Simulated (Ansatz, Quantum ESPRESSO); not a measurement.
# Ru(0001), 4 layers, one monolayer of Al on hcp sites: vacuum level and surface dipole, part 5 of 5

Wanted: work functions and the surface dipole of Ru(0001), 4 layers, one monolayer of Al on hcp sites at several levels, with their cost.

Quantum ESPRESSO 7.5; plane-wave DFT, PBE, GBRV ultrasoft pseudopotentials; geometry and cross-check by Ansatz 0.2.0 with PAW datasets.

So far. Step 6 (SCF with pw.x: rev-vdW-DF2, GBRV ultrasoft): The upper face goes from 4.261 eV (PBE, GBRV) to 4.398 eV, a change of +0.137 eV. Step 7 (Self-consistent run: RPBE, GBRV ultrasoft): The upper face goes from 4.261 eV (PBE, GBRV) to 4.185 eV, a change of -0.076 eV.

## 11. Ground state, with smearing = mp and degauss = 0.03

A sensitivity test on the input.

Input file scf.w0.in:

```
&control
  prefix = 'scf.w0'
  outdir = './out'
  pseudo_dir = './pseudo'
  calculation = 'scf'
  tprnfor = .true.
  tefield = .true.
  dipfield = .true.
/
&system
  ibrav = 0
  nat = 5
  ntyp = 2
  ecutwfc = 40
  ecutrho = 200
  occupations = 'smearing'
  smearing = 'mp'
  degauss = 0.03
  edir = 3
  emaxpos = 0.97
  eopreg = 0.04
  eamp = 0.0
/
&electrons
  conv_thr = 1e-07
  mixing_beta = 0.4
  electron_maxstep = 120
  mixing_mode = 'local-TF'
/
ATOMIC_SPECIES
  Ru  101.0700  ru_pbe_v1.2.uspp.F.UPF
  Al  26.9815  al_pbe_v1.uspp.F.UPF
CELL_PARAMETERS angstrom
  2.69999999998962 0.00000000000000 0.00000000000000
  1.34999999999481 2.33826859020899 0.00000000000000
  0.00000000000000 0.00000000000000 25.41520000000000
ATOMIC_POSITIONS crystal
  Ru  0.666666666667 0.666666666667 0.326576222100
  Ru  -0.000000000000 -0.000000000000 0.410714847800
  Ru  0.666666666667 0.666666666667 0.494265097083
  Ru  -0.000000000000 -0.000000000000 0.579471512175
  Al  0.666666666667 0.666666666667 0.663786690342
K_POINTS automatic
  12 12 1 0 0 0
```

The run is started by

```bash
OMP_NUM_THREADS=1 mpirun -n 4 pw.x -nk 4 -in scf.w0.in > scf.w0.out
```

Output:

```text
[banner, memory and clock lines left out]
Program PWSCF v.7.5 starts
[citation notice left out]

[...]
bravais-lattice index     =            0
     lattice parameter (alat)  =       5.1023  a.u.
     unit-cell volume          =    1082.8001 (a.u.)^3
     number of atoms/cell      =            5
     number of atomic types    =            2
     number of electrons       =        67.00
     number of Kohn-Sham states=           41
     kinetic-energy cutoff     =      40.0000  Ry
     charge density cutoff     =     200.0000  Ry
     scf convergence threshold =      1.0E-07
     mixing beta               =       0.4000
     number of iterations used =            8  local-TF  mixing
     Exchange-correlation= SLA  PW   PBE  PBE
                           (   1   4   3   4   0   0   0)

[...]
PseudoPot. # 1 for Ru read from file:
     ./pseudo/ru_pbe_v1.2.uspp.F.UPF
     Pseudo is Ultrasoft + core correction, Zval = 16.0
     Generated by new atomic code, or converted to UPF format
     Using radial grid of  967 points,  6 beta functions with:
                l(1) =   0
                l(2) =   0
                l(3) =   1
                l(4) =   1
                l(5) =   2
                l(6) =   2
     Q(r) pseudized with  8 coefficients,  rinner =    1.300   1.300   1.300
                                                       1.300   1.300

     PseudoPot. # 2 for Al read from file:
     ./pseudo/al_pbe_v1.uspp.F.UPF
     Pseudo is Ultrasoft + core correction, Zval =  3.0
     Generated by new atomic code, or converted to UPF format
     Using radial grid of  893 points,  3 beta functions with:
                l(1) =   0
                l(2) =   1
                l(3) =   2
     Q(r) pseudized with  8 coefficients,  rinner =    0.900   0.900   0.900
                                                       0.900   0.900

     atomic species   valence    mass     pseudopotential
     Ru               16.00   101.07000     Ru( 1.00)
     Al                3.00    26.98150     Al( 1.00)

     No symmetry found

[...]
number of k points=    74  Methfessel-Paxton smearing, width (Ry)=  0.0300
[...]
Dense  grid:    51901 G-vectors     FFT dimensions: (  24,  24, 225)

     Smooth grid:    37003 G-vectors     FFT dimensions: (  24,  24, 200)

     Initial potential from superposition of free atoms

     starting charge      62.9975, renormalised to      67.0000

     negative rho (up, down):  3.201E-01 0.000E+00

     Adding external electric field

     Computed dipole along edir(3) :
        Dipole               -1.9053 Ry au,         -4.8427 Debye
        Dipole field         -0.0221 Ry au,

        Potential amp.        2.0390 Ry
        Total length         46.1067 bohr

     Starting wfcs are   56 randomized atomic wfcs

     per-process dynamical memory:    99.1 Mb

     Self-consistent Calculation

     iteration #  1     ecut=    40.00 Ry     beta= 0.40
     Davidson diagonalization with overlap
     ethr =  1.00E-02,  avg # of iterations =  9.1

     negative rho (up, down):  5.667E-01 0.000E+00

     Adding external electric field

     Computed dipole along edir(3) :
        Dipole                8.8550 Ry au,         22.5071 Debye
        Dipole field          0.1028 Ry au,

        Potential amp.       -9.4764 Ry
        Total length         46.1067 bohr

     total energy              =    -733.17311546 Ry
     estimated scf accuracy    <     954.57699670 Ry

     iteration #  2     ecut=    40.00 Ry     beta= 0.40
[...]
c_bands:  2 eigenvalues not converged
     c_bands:  3 eigenvalues not converged
[...]
negative rho (up, down):  5.420E-01 0.000E+00

[...]
Dipole               -5.1748 Ry au,        -13.1530 Debye
[...]
total energy              =    -652.16120024 Ry
     estimated scf accuracy    <    6104.27456187 Ry

     iteration #  3     ecut=    40.00 Ry     beta= 0.40
[...]
negative rho (up, down):  1.042E+00 0.000E+00

[...]
Dipole               -6.4598 Ry au,        -16.4193 Debye
[...]
total energy              =    -835.34763215 Ry
     estimated scf accuracy    <    1655.21160645 Ry

     iteration #  4     ecut=    40.00 Ry     beta= 0.40
[...]
negative rho (up, down):  2.422E+00 0.000E+00

[...]
Dipole               -0.3405 Ry au,         -0.8653 Debye
[...]
total energy              =    -870.42830227 Ry
     estimated scf accuracy    <    6810.85451271 Ry

     iteration #  5     ecut=    40.00 Ry     beta= 0.40
[...]
negative rho (up, down):  9.154E-01 0.000E+00

[...]
Dipole                3.0128 Ry au,          7.6579 Debye
[...]
total energy              =    -645.13609730 Ry
     estimated scf accuracy    <    7087.47154004 Ry

     iteration #  6     ecut=    40.00 Ry     beta= 0.40
[...]
negative rho (up, down):  8.622E-01 0.000E+00

[...]
Dipole               -0.5467 Ry au,         -1.3895 Debye
[...]
total energy              =    -775.09023507 Ry
     estimated scf accuracy    <     472.98175031 Ry

[...]
iteration #106     ecut=    40.00 Ry     beta= 0.40
[...]
negative rho (up, down):  3.119E-01 0.000E+00

[...]
Dipole                0.0522 Ry au,          0.1326 Debye
[...]
total energy              =    -783.65473289 Ry
     estimated scf accuracy    <       0.00000369 Ry

     iteration #107     ecut=    40.00 Ry     beta= 0.40
[...]
negative rho (up, down):  3.119E-01 0.000E+00

[...]
Dipole                0.0520 Ry au,          0.1322 Debye
[...]
total energy              =    -783.65473275 Ry
     estimated scf accuracy    <       0.00000117 Ry

     iteration #108     ecut=    40.00 Ry     beta= 0.40
[...]
negative rho (up, down):  3.119E-01 0.000E+00

[...]
Dipole                0.0519 Ry au,          0.1320 Debye
[...]
total energy              =    -783.65473277 Ry
     estimated scf accuracy    <       0.00000184 Ry

     iteration #109     ecut=    40.00 Ry     beta= 0.40
[...]
negative rho (up, down):  3.119E-01 0.000E+00

[...]
Dipole                0.0524 Ry au,          0.1332 Debye
[...]
End of self-consistent calculation

          k = 0.0000 0.0000 0.0000 (  4609 PWs)   bands (ev):

   -67.0185 -66.8652 -66.5834 -66.4588 -37.3510 -36.8722 -36.5585 -36.5585
   -36.4240 -36.4240 -36.4178 -36.2757 -36.1946 -36.1946 -36.0175 -36.0175
    -3.5025  -1.1969  -0.0423   0.2373   0.5971   3.2777   3.4430   3.4430
     3.5848   3.5848   3.6214   3.8475   4.0425   4.0425   4.3087   4.3087
     5.2886   5.3750   5.3750   6.3340   6.3340   7.0510   7.0773   7.0774
     7.3929

          k = 0.0000 0.0962 0.0000 (  4591 PWs)   bands (ev):

   -67.0099 -66.8587 -66.5766 -66.4519 -37.3337 -36.8764 -36.6044 -36.5729
   -36.4990 -36.4351 -36.3855 -36.2869 -36.2382 -36.2061 -36.0660 -36.0291
    -3.3170  -0.9544   0.1918   0.4475   0.8365   3.1182   3.2652   3.3699
     3.4777   3.6266   3.7447   3.9156   4.0432   4.1491   4.2270   4.4743
     4.9063   5.2957   5.2973   6.0039   6.2704   6.4837   7.0693   7.4516
     7.5177

[...]
the Fermi energy is     6.2559 ev

!    total energy              =    -783.65473277 Ry
     estimated scf accuracy    <       0.00000002 Ry
     smearing contrib. (-TS)   =       0.00008172 Ry
     internal energy E=F+TS    =    -783.65481450 Ry

     The total energy is F=E-TS. E is the sum of the following terms:
     one-electron contribution =   -8463.92620589 Ry
     hartree contribution      =    4239.95194746 Ry
     xc contribution           =    -107.99887302 Ry
     ewald contribution        =    3548.31828508 Ry
     electric field correction =       0.00003187 Ry

     convergence has been achieved in 109 iterations

     negative rho (up, down):  3.119E-01 0.000E+00

     Forces acting on atoms (cartesian axes, Ry/au):

     atom    1 type  1   force =    -0.00000002    0.00000006    0.02048676
     atom    2 type  1   force =     0.00000005   -0.00000002   -0.01864909
     atom    3 type  1   force =     0.00000001   -0.00000000   -0.00050244
     atom    4 type  1   force =    -0.00000007   -0.00000003   -0.00181782
     atom    5 type  2   force =     0.00000002   -0.00000001    0.00048260

     Total force =     0.027772     Total SCF correction =     0.001364

[...]
```

It took 7.3 min on 4 MPI ranks of AMD EPYC 9R14 (Zen 4), shared host; peak memory 0.69 GiB.

This step gave:

| Quantity | Value |
| --- | --- |
| free energy | -10662.1658 eV |
| Fermi energy | 6.256 eV |
| dipole along the normal | 0.02773 e·Å |

## 12. Electrostatic potential

The same post-processing, on the changed run.

Input file scf.w0.pot.in:

```
&inputpp
  prefix = 'scf.w0'
  outdir = './out'
  filplot = 'scf.w0.pot.dat'
  plot_num = 11
/
```

The run is started by

```bash
OMP_NUM_THREADS=1 mpirun -n 4 pp.x -in scf.w0.pot.in > scf.w0.pot.out
```

Wall time 1.2 s (4 MPI ranks); peak memory 0.1 GiB; 4 s of CPU time.

This step gave:

- work function of the upper face: 4.285 eV
- slope of the potential above: 1.44e-4 eV/Å
- upper vacuum line continued to the top atoms, over the Fermi level: 4.284 eV
- work function of the lower face: 5.080 eV
- slope of the potential below: -1.61e-4 eV/Å
- lower vacuum line continued to the bottom atoms, over the Fermi level: 5.079 eV

## 13. Results

| Quantity | Value |
| --- | --- |
| covered face by ESM | 4.26 eV |
| covered face by Ansatz | 4.29 eV |

**Reading.** At the first level (PBE, GBRV ultrasoft) the work function comes to 4.26 eV on the upper face and 5.09 eV on the lower. Over the levels tried, the uncorrected run apart, the upper face spans 4.18 eV (QE RPBE GBRV ultrasoft, ESM bc1) to 4.40 eV (QE rev-vdW-DF2 GBRV ultrasoft, ESM bc1). Without a correction the vacuum potential slopes by 63 meV/Å, so no single vacuum level can be read. Ansatz ran with Fermi-Dirac smearing of 0.1 eV against cold smearing of 0.02 Ry, which alone can move a level by some tens of meV. With 12×12 points and so few layers the values hold to some 0.05 to 0.1 eV. The slab is cut at a tabulated measured bulk lattice constant, given to two decimals. A full 1×1 monolayer may not be the stable structure at this coverage.

[Logs are printed without paths, hosts, clocks, repeated set-up lines and the standing remarks that a program may print on its own settings, such as how far it seeks lower states.]

[Hosts, paths, dates, database ids (printed as entryN), source tags and the programs' standing remarks are cut or masked in the printed files.]

[Maps of the electrostatic potential energy from Ansatz leave out the sawtooth potential of an applied field or a dipole correction, so their vacuum need not be flat; planar profiles and work functions include it.]
